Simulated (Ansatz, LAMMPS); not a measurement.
# Elastic response of amorphous 29Ga2O3-71GeO2 (mol %) (86 atoms), part 3 of 4

How stiff is amorphous 29Ga2O3-71GeO2 (mol %) (86 atoms), and how do its levels respond to strain?

Ansatz 0.2.0; Kohn-Sham DFT, PBE, PAW (set soft_1), plane waves.

The cell: 14 Ga, 17 Ge and 55 O. The quench rate of 100 K/ps is many orders above laboratory rates. The network of bonds at the start is that of the classical potential that made the cell. The Brillouin zone is sampled at Γ only.

So far. Step 8 (Volume +6 %): The relaxation converged after 8 steps, 1.02 eV below its start, with a largest force component of 0.029 eV/Å. Step 8 (Volume +6 %): Volume +6 %: the energy stands 0.692 eV above that of the reference, at a pressure of -3.16 GPa.

## 9. Volume -10 %

The relaxed cell is scaled to another volume.

Input file input.yaml:

```yaml
crystal:
  lattice:
    - [10.07372, 0.0469, -0.02448]
    - [0.0469, 9.93248, 0.15568]
    - [-0.02448, 0.15568, 9.84481]
  atoms:
    [... the 86 atom lines of step 4 ...]
kpoints:
  mp_grid: { grid: [1, 1, 1] }
hamiltonian:
  xc: pbe
  pseudopotentials: { kind: paw, azcp: { folder: soft_1 } }
scf:
  occupations: { method: fermi_dirac, width: 0.025 }
output:
  forces: true
  eigenvalues: true
  stress: true
relax:
  f_tol: 0.05
  max_steps: 70
```

Run with:

```bash
$ ansatz run input.yaml --threads 4 --pin off --max-ram 8192MiB --backend cpu --events-out ev --progress --plain --runs-dir out
```

Numbers of over 12 decimals in the logs are rounded to 6 here.

Output:

```text
[...]
Crystal: 86 atoms, lattice volume = 984.770 Å³
Basis set: ecut = 420 eV, 19269 PW (Γ), exchange–correlation on 144×144×144 points (8 copies of the dense FFT grid, shifted against one another)
Bands: 461, of which v1, the nominal top of the filled ones, is band 375 counted from 1 (374 counted from 0)
Symmetry: 1 space group operations
[...]
k-points: 1
[...]
SCF iter   1: F=—  HF=-157207.318023 eV  |F-HF|=—  |Δ(HF+E_count)|=         —  Δρ=1.19e-1  dr2=9.58e1  ethr=3.10e-3  ⟨swp⟩=6.0  Hψ=1948  notcnv=0
[...]
SCF iter   9: F=—  HF=-157177.541720 eV  |F-HF|=—  |Δ(HF+E_count)|=   2.14e-4  Δρ=1.15e-4  dr2=1.03e-4  ethr=2.11e-8  ⟨swp⟩=2.0  Hψ=754  notcnv=0  defer=82
SCF iter  10: F=-157177.541710 eV  HF=-157177.541706 eV  |F-HF|=3.74e-6  |Δ(HF+E_count)|=   1.42e-5  Δρ=1.64e-5  dr2=3.03e-6  ethr=8.33e-9  ⟨swp⟩=10.0  Hψ=2585  notcnv=0
SCF 1 converged in 10 iterations: F = -157177.541710 eV  dr2 = 3.03e-6
[...]
relax step   1: F+E_penalty+E_count = -157177.54170995 eV  Δ(F+E_penalty+E_count) = +0.000e0 eV  max|allowed force component| = 1.663e0 eV/Å  Δτ_max = 0.0000 Å  (10 SCF iters, dr2 threshold 6.25e-5 eV, accepted)
[...]
relax step   2: F+E_penalty+E_count = -157179.42396826 eV  Δ(F+E_penalty+E_count) = -1.882e0 eV  max|allowed force component| = 9.701e-1 eV/Å  Δτ_max = 0.1123 Å  (7 SCF iters, dr2 threshold 1.00e-4 eV, accepted)
[...]
relax step   3: F+E_penalty+E_count = -157180.58024671 eV  Δ(F+E_penalty+E_count) = -1.156e0 eV  max|allowed force component| = 3.651e-1 eV/Å  Δτ_max = 0.1949 Å  (7 SCF iters, dr2 threshold 5.88e-5 eV, accepted)
relax step   4: F+E_penalty+E_count = -157181.01576935 eV  Δ(F+E_penalty+E_count) = -4.355e-1 eV  max|allowed force component| = 5.341e-1 eV/Å  Δτ_max = 0.2000 Å  (8 SCF iters, dr2 threshold 1.89e-5 eV, accepted)
relax step   5: F+E_penalty+E_count = -157181.26967858 eV  Δ(F+E_penalty+E_count) = -2.539e-1 eV  max|allowed force component| = 3.355e-1 eV/Å  Δτ_max = 0.2000 Å  (7 SCF iters, dr2 threshold 4.04e-5 eV, accepted)
relax step   6: F+E_penalty+E_count = -157181.27681135 eV  Δ(F+E_penalty+E_count) = -7.133e-3 eV  max|allowed force component| = 9.296e-1 eV/Å  Δτ_max = 0.1945 Å  (7 SCF iters, dr2 threshold 4.44e-5 eV, accepted)
relax step   7: F+E_penalty+E_count = -157181.43366111 eV  Δ(F+E_penalty+E_count) = -1.568e-1 eV  max|allowed force component| = 2.706e-1 eV/Å  Δτ_max = 0.2000 Å  (8 SCF iters, dr2 threshold 1.00e-4 eV, accepted)
relax step   8: F+E_penalty+E_count = -157181.54081813 eV  Δ(F+E_penalty+E_count) = -1.072e-1 eV  max|allowed force component| = 4.369e-1 eV/Å  Δτ_max = 0.2000 Å  (8 SCF iters, dr2 threshold 6.21e-6 eV, accepted)
relax step   9: F+E_penalty+E_count = -157181.56054966 eV  Δ(F+E_penalty+E_count) = -1.973e-2 eV  max|allowed force component| = 6.408e-1 eV/Å  Δτ_max = 0.0773 Å  (7 SCF iters, dr2 threshold 1.62e-5 eV, accepted)
relax step  10: F+E_penalty+E_count = -157181.64147562 eV  Δ(F+E_penalty+E_count) = -8.093e-2 eV  max|allowed force component| = 3.883e-1 eV/Å  Δτ_max = 0.2000 Å  (7 SCF iters, dr2 threshold 1.00e-4 eV, accepted)
relax step  11: F+E_penalty+E_count = -157181.69078004 eV  Δ(F+E_penalty+E_count) = -4.930e-2 eV  max|allowed force component| = 2.648e-1 eV/Å  Δτ_max = 0.2000 Å  (7 SCF iters, dr2 threshold 5.54e-5 eV, accepted)
relax step  12: F+E_penalty+E_count = -157181.71066512 eV  Δ(F+E_penalty+E_count) = -1.989e-2 eV  max|allowed force component| = 2.193e-1 eV/Å  Δτ_max = 0.0496 Å  (6 SCF iters, dr2 threshold 2.58e-5 eV, accepted)
relax step  13: F+E_penalty+E_count = -157181.74289180 eV  Δ(F+E_penalty+E_count) = -3.223e-2 eV  max|allowed force component| = 1.571e-1 eV/Å  Δτ_max = 0.2000 Å  (7 SCF iters, dr2 threshold 2.24e-5 eV, accepted)
relax step  14: F+E_penalty+E_count = -157181.54564435 eV  Δ(F+E_penalty+E_count) = +1.972e-1 eV  max|allowed force component| = 7.160e-1 eV/Å  Δτ_max = 0.2000 Å  (8 SCF iters, dr2 threshold 1.27e-5 eV, rejected (line search))
relax step  15: F+E_penalty+E_count = -157181.77004804 eV  Δ(F+E_penalty+E_count) = -2.716e-2 eV  max|allowed force component| = 7.989e-2 eV/Å  Δτ_max = 0.0977 Å  (11 SCF iters, accepted)
relax step  16: F+E_penalty+E_count = -157181.78626762 eV  Δ(F+E_penalty+E_count) = -1.622e-2 eV  max|allowed force component| = 7.325e-2 eV/Å  Δτ_max = 0.1000 Å  (9 SCF iters, accepted)
relax step  17: F+E_penalty+E_count = -157181.79551216 eV  Δ(F+E_penalty+E_count) = -9.245e-3 eV  max|allowed force component| = 1.175e-1 eV/Å  Δτ_max = 0.1500 Å  (9 SCF iters, accepted)
relax step  18: F+E_penalty+E_count = -157181.76391428 eV  Δ(F+E_penalty+E_count) = +3.160e-2 eV  max|allowed force component| = 2.097e-1 eV/Å  Δτ_max = 0.1385 Å  (8 SCF iters, dr2 threshold 1.16e-5 eV, rejected (line search))
relax step  19: F+E_penalty+E_count = -157181.79761957 eV  Δ(F+E_penalty+E_count) = -2.107e-3 eV  max|allowed force component| = 1.419e-1 eV/Å  Δτ_max = 0.0463 Å  (10 SCF iters, accepted)
relax step  20: F+E_penalty+E_count = -157181.80166963 eV  Δ(F+E_penalty+E_count) = -4.050e-3 eV  max|allowed force component| = 8.331e-2 eV/Å  Δτ_max = 0.1000 Å  (6 SCF iters, dr2 threshold 2.01e-5 eV, accepted)
relax step  21: F+E_penalty+E_count = -157181.80194334 eV  Δ(F+E_penalty+E_count) = -2.737e-4 eV  max|allowed force component| = 5.707e-2 eV/Å  Δτ_max = 0.0374 Å  (9 SCF iters, accepted)
[...]
relax step  22: F+E_penalty+E_count = -157181.80510917 eV  Δ(F+E_penalty+E_count) = -3.166e-3 eV  max|allowed force component| = 2.401e-2 eV/Å  Δτ_max = 0.0175 Å  (8 SCF iters, accepted)
SCF converged after 8 iterations
Free energy (F): -157181.805109 eV
[...]
Internal energy: -157181.805109 eV  (E = F + TS)
E sigma→0 (E₀):  -157181.805109 eV
Fermi energy:    8.167142 eV
[...]
Σ components = -157181.805109   (vs F -157181.805109, Δ=0.00e0)
--- Forces (eV/Å), atoms counted from 1 ---
  atom   1  Ga     0.01512772    -0.00548366    -0.00045275
  atom   2  Ga    -0.00632346    -0.00354637    -0.00097765
  atom   3  Ga     0.00506271    -0.01182189     0.00163862
  atom   4  Ga    -0.00649118     0.00116232    -0.00499771
[...]
atom  86  O     -0.01016169    -0.00239322     0.00461558
  max |Σ_I F_I| component: 9.14e-5 eV/Å
--- Stress (GPa, compression-positive) ---
        8.956239       0.355696       0.594920
        0.355696       7.899347      -0.379468
        0.594920      -0.379468       9.438581
  P = ⅓ Tr σ = 8.7647 GPa (87.647 kbar)
--- Band table (eV) ---
[...]
--- Relaxed structure (22 steps of the walk, 20 accepted, 0 SCFs on fresh bases) ---
  F+E_penalty+E_count = -157181.80510917 eV   max|allowed force component| = 2.401e-2 eV/Å
  atoms:
    - { symbol: Ga, position: [0.214251, 0.468044, 0.755320] }
    - { symbol: Ga, position: [0.563805, 0.993805, 0.917062] }
    - { symbol: Ga, position: [0.262514, 0.602696, 0.452077] }
    - { symbol: Ga, position: [0.189927, 0.489782, 0.122552] }
[...]
- { symbol: O, position: [0.344184, 0.601059, 0.778881] }
```

The job ended after 3.6 min (4 threads of AMD EPYC 9R14 (Zen 4), shared host; peak memory 1.8 GiB; 13 min of CPU time).

The relaxation converged after 22 steps, 4.26 eV below its start, with a largest force component of 0.024 eV/Å.

Volume -10 %: the energy stands 2.19 eV above that of the reference, at a pressure of 8.76 GPa.

## 10. Stretched by 1 % along x

The relaxed cell is strained along x alone, which gives the stiffness along x and its coupling to y and z.

input.yaml, the sections that differ from step 9:

```yaml
crystal:
  lattice:
    - [10.53814, 0.04858, -0.02535]
    - [0.04907, 10.28751, 0.16124]
    - [-0.0256, 0.16124, 10.1967]
  atoms:
    [... the 86 atom lines of step 4 ...]
# kpoints, hamiltonian, scf, output, relax: as in step 9
```

Output:

```text
[...]
Crystal: 86 atoms, lattice volume = 1105.131 Å³
Basis set: ecut = 420 eV, 21623 PW (Γ), exchange–correlation on 144×144×144 points (8 copies of the dense FFT grid, shifted against one another)
Bands: 461, of which v1, the nominal top of the filled ones, is band 375 counted from 1 (374 counted from 0)
Symmetry: 1 space group operations
[...]
k-points: 1
[...]
SCF iter   1: F=—  HF=-157209.350497 eV  |F-HF|=—  |Δ(HF+E_count)|=         —  Δρ=1.06e-1  dr2=8.07e1  ethr=3.10e-3  ⟨swp⟩=6.0  Hψ=1846  notcnv=0
[...]
SCF iter   9: F=—  HF=-157183.898290 eV  |F-HF|=—  |Δ(HF+E_count)|=   1.23e-4  Δρ=8.47e-5  dr2=8.68e-5  ethr=9.00e-8  ⟨swp⟩=2.0  Hψ=671  notcnv=0  defer=80
SCF iter  10: F=-157183.898337 eV  HF=-157183.898336 eV  |F-HF|=1.93e-6  |Δ(HF+E_count)|=   4.59e-5  Δρ=3.20e-5  dr2=1.23e-5  ethr=8.33e-9  ⟨swp⟩=12.0  Hψ=2310  notcnv=0
SCF 1 converged in 10 iterations: F = -157183.898337 eV  dr2 = 1.23e-5
[...]
relax step   1: F+E_penalty+E_count = -157183.89833750 eV  Δ(F+E_penalty+E_count) = +0.000e0 eV  max|allowed force component| = 2.869e-1 eV/Å  Δτ_max = 0.0000 Å  (10 SCF iters, dr2 threshold 6.25e-5 eV, accepted)
[...]
relax step   2: F+E_penalty+E_count = -157183.93260443 eV  Δ(F+E_penalty+E_count) = -3.427e-2 eV  max|allowed force component| = 1.476e-1 eV/Å  Δτ_max = 0.0153 Å  (6 SCF iters, dr2 threshold 5.14e-6 eV, accepted)
[...]
relax step   3: F+E_penalty+E_count = -157183.94894175 eV  Δ(F+E_penalty+E_count) = -1.634e-2 eV  max|allowed force component| = 4.758e-2 eV/Å  Δτ_max = 0.0185 Å  (9 SCF iters, accepted)
SCF converged after 9 iterations
Free energy (F): -157183.948942 eV
[...]
Internal energy: -157183.948942 eV  (E = F + TS)
E sigma→0 (E₀):  -157183.948942 eV
Fermi energy:    6.483285 eV
[...]
Σ components = -157183.948942   (vs F -157183.948942, Δ=0.00e0)
--- Forces (eV/Å), atoms counted from 1 ---
  atom   1  Ga    -0.01235540    -0.00119942     0.00056832
  atom   2  Ga    -0.03363513    -0.02248201     0.01224591
  atom   3  Ga     0.01574124     0.01197933     0.01206503
  atom   4  Ga    -0.00107311    -0.03699446    -0.00406425
[...]
atom  86  O      0.00272156     0.00652021    -0.00396630
  max |Σ_I F_I| component: 3.93e-5 eV/Å
--- Stress (GPa, compression-positive) ---
       -1.485329       0.002398      -0.036468
        0.002398      -0.547558       0.015449
       -0.036468       0.015449      -0.609931
  P = ⅓ Tr σ = -0.8809 GPa (-8.809 kbar)
--- Band table (eV) ---
[...]
--- Relaxed structure (3 steps of the walk, 3 accepted, 0 SCFs on fresh bases) ---
  F+E_penalty+E_count = -157183.94894175 eV   max|allowed force component| = 4.758e-2 eV/Å
  atoms:
    - { symbol: Ga, position: [0.231338, 0.453145, 0.789509] }
    - { symbol: Ga, position: [0.562674, 0.984641, 0.910982] }
    - { symbol: Ga, position: [0.283838, 0.568667, 0.454184] }
    - { symbol: Ga, position: [0.188991, 0.474339, 0.137436] }
[...]
- { symbol: O, position: [0.356453, 0.589443, 0.790976] }
```

Run time: 32 s. Hardware: 4 threads; peak memory 1.8 GiB; 1.9 min of CPU time.

The relaxation converged after 3 steps, 0.0506 eV below its start, with a largest force component of 0.048 eV/Å.

Stretched by 1 % along x: the energy stands 0.0470 eV above that of the reference, at a pressure of -0.881 GPa.

## 11. Compressed by 1 % along x

The relaxed cell is strained along x alone, which gives the stiffness along x and its coupling to y and z.

input.yaml, the sections that differ from step 10:

```yaml
crystal:
  lattice:
    - [10.32946, 0.04858, -0.02535]
    - [0.04809, 10.28751, 0.16124]
    - [-0.0251, 0.16124, 10.1967]
  atoms:
    [... the 86 atom lines of step 4 ...]
# kpoints, hamiltonian, scf, output, relax: as in step 10
```

Output:

```text
[...]
Crystal: 86 atoms, lattice volume = 1083.247 Å³
Basis set: ecut = 420 eV, 21177 PW (Γ), exchange–correlation on 144×144×144 points (8 copies of the dense FFT grid, shifted against one another)
Bands: 461, of which v1, the nominal top of the filled ones, is band 375 counted from 1 (374 counted from 0)
Symmetry: 1 space group operations
[...]
k-points: 1
[...]
SCF iter   1: F=—  HF=-157209.979041 eV  |F-HF|=—  |Δ(HF+E_count)|=         —  Δρ=1.08e-1  dr2=8.30e1  ethr=3.10e-3  ⟨swp⟩=6.0  Hψ=1848  notcnv=0
[...]
SCF iter   9: F=—  HF=-157183.890801 eV  |F-HF|=—  |Δ(HF+E_count)|=   1.21e-4  Δρ=8.49e-5  dr2=8.08e-5  ethr=6.99e-8  ⟨swp⟩=2.0  Hψ=696  notcnv=0  defer=80
SCF iter  10: F=-157183.890840 eV  HF=-157183.890837 eV  |F-HF|=2.34e-6  |Δ(HF+E_count)|=   3.67e-5  Δρ=2.98e-5  dr2=1.04e-5  ethr=8.33e-9  ⟨swp⟩=13.0  Hψ=2219  notcnv=0
SCF 1 converged in 10 iterations: F = -157183.890840 eV  dr2 = 1.04e-5
[...]
relax step   1: F+E_penalty+E_count = -157183.89083969 eV  Δ(F+E_penalty+E_count) = +0.000e0 eV  max|allowed force component| = 3.173e-1 eV/Å  Δτ_max = 0.0000 Å  (10 SCF iters, dr2 threshold 6.25e-5 eV, accepted)
[...]
relax step   2: F+E_penalty+E_count = -157183.92699528 eV  Δ(F+E_penalty+E_count) = -3.616e-2 eV  max|allowed force component| = 1.566e-1 eV/Å  Δτ_max = 0.0154 Å  (6 SCF iters, dr2 threshold 6.29e-6 eV, accepted)
[...]
relax step   3: F+E_penalty+E_count = -157183.94473551 eV  Δ(F+E_penalty+E_count) = -1.774e-2 eV  max|allowed force component| = 4.761e-2 eV/Å  Δτ_max = 0.0184 Å  (9 SCF iters, accepted)
SCF converged after 9 iterations
Free energy (F): -157183.944736 eV
[...]
Internal energy: -157183.944736 eV  (E = F + TS)
E sigma→0 (E₀):  -157183.944736 eV
Fermi energy:    6.786535 eV
[...]
Σ components = -157183.944736   (vs F -157183.944736, Δ=0.00e0)
--- Forces (eV/Å), atoms counted from 1 ---
  atom   1  Ga     0.01569528     0.00126764    -0.00434767
  atom   2  Ga     0.03165647     0.02138921    -0.01339076
  atom   3  Ga    -0.01667731    -0.01265416    -0.01768236
  atom   4  Ga     0.00352623     0.03675659     0.00242172
[...]
atom  86  O     -0.00430265    -0.00568311     0.00157510
  max |Σ_I F_I| component: 4.43e-5 eV/Å
--- Stress (GPa, compression-positive) ---
        1.537422       0.000188       0.039335
        0.000188       0.563456       0.003390
        0.039335       0.003390       0.609059
  P = ⅓ Tr σ = 0.9033 GPa (9.033 kbar)
--- Band table (eV) ---
[...]
--- Relaxed structure (3 steps of the walk, 3 accepted, 0 SCFs on fresh bases) ---
  F+E_penalty+E_count = -157183.94473551 eV   max|allowed force component| = 4.761e-2 eV/Å
  atoms:
    - { symbol: Ga, position: [0.230704, 0.453854, 0.789210] }
    - { symbol: Ga, position: [0.560710, 0.984195, 0.910645] }
    - { symbol: Ga, position: [0.283554, 0.567990, 0.453526] }
    - { symbol: Ga, position: [0.189306, 0.474883, 0.138236] }
[...]
- { symbol: O, position: [0.355130, 0.590100, 0.789687] }
```

The job ended after 31 s (4 threads; peak memory 1.8 GiB).

The relaxation converged after 3 steps, 0.0539 eV below its start, with a largest force component of 0.048 eV/Å.

Compressed by 1 % along x: the energy stands 0.0512 eV above that of the reference, at a pressure of 0.903 GPa.

(Continued in part 4 of 4.)

[Logs are printed without paths, hosts, clocks, repeated set-up lines and the standing remarks that a program may print on its own settings, such as how far it seeks lower states.]

[Hosts, paths, dates, database ids (printed as entryN), source tags and the programs' standing remarks are cut or masked in the printed files.]
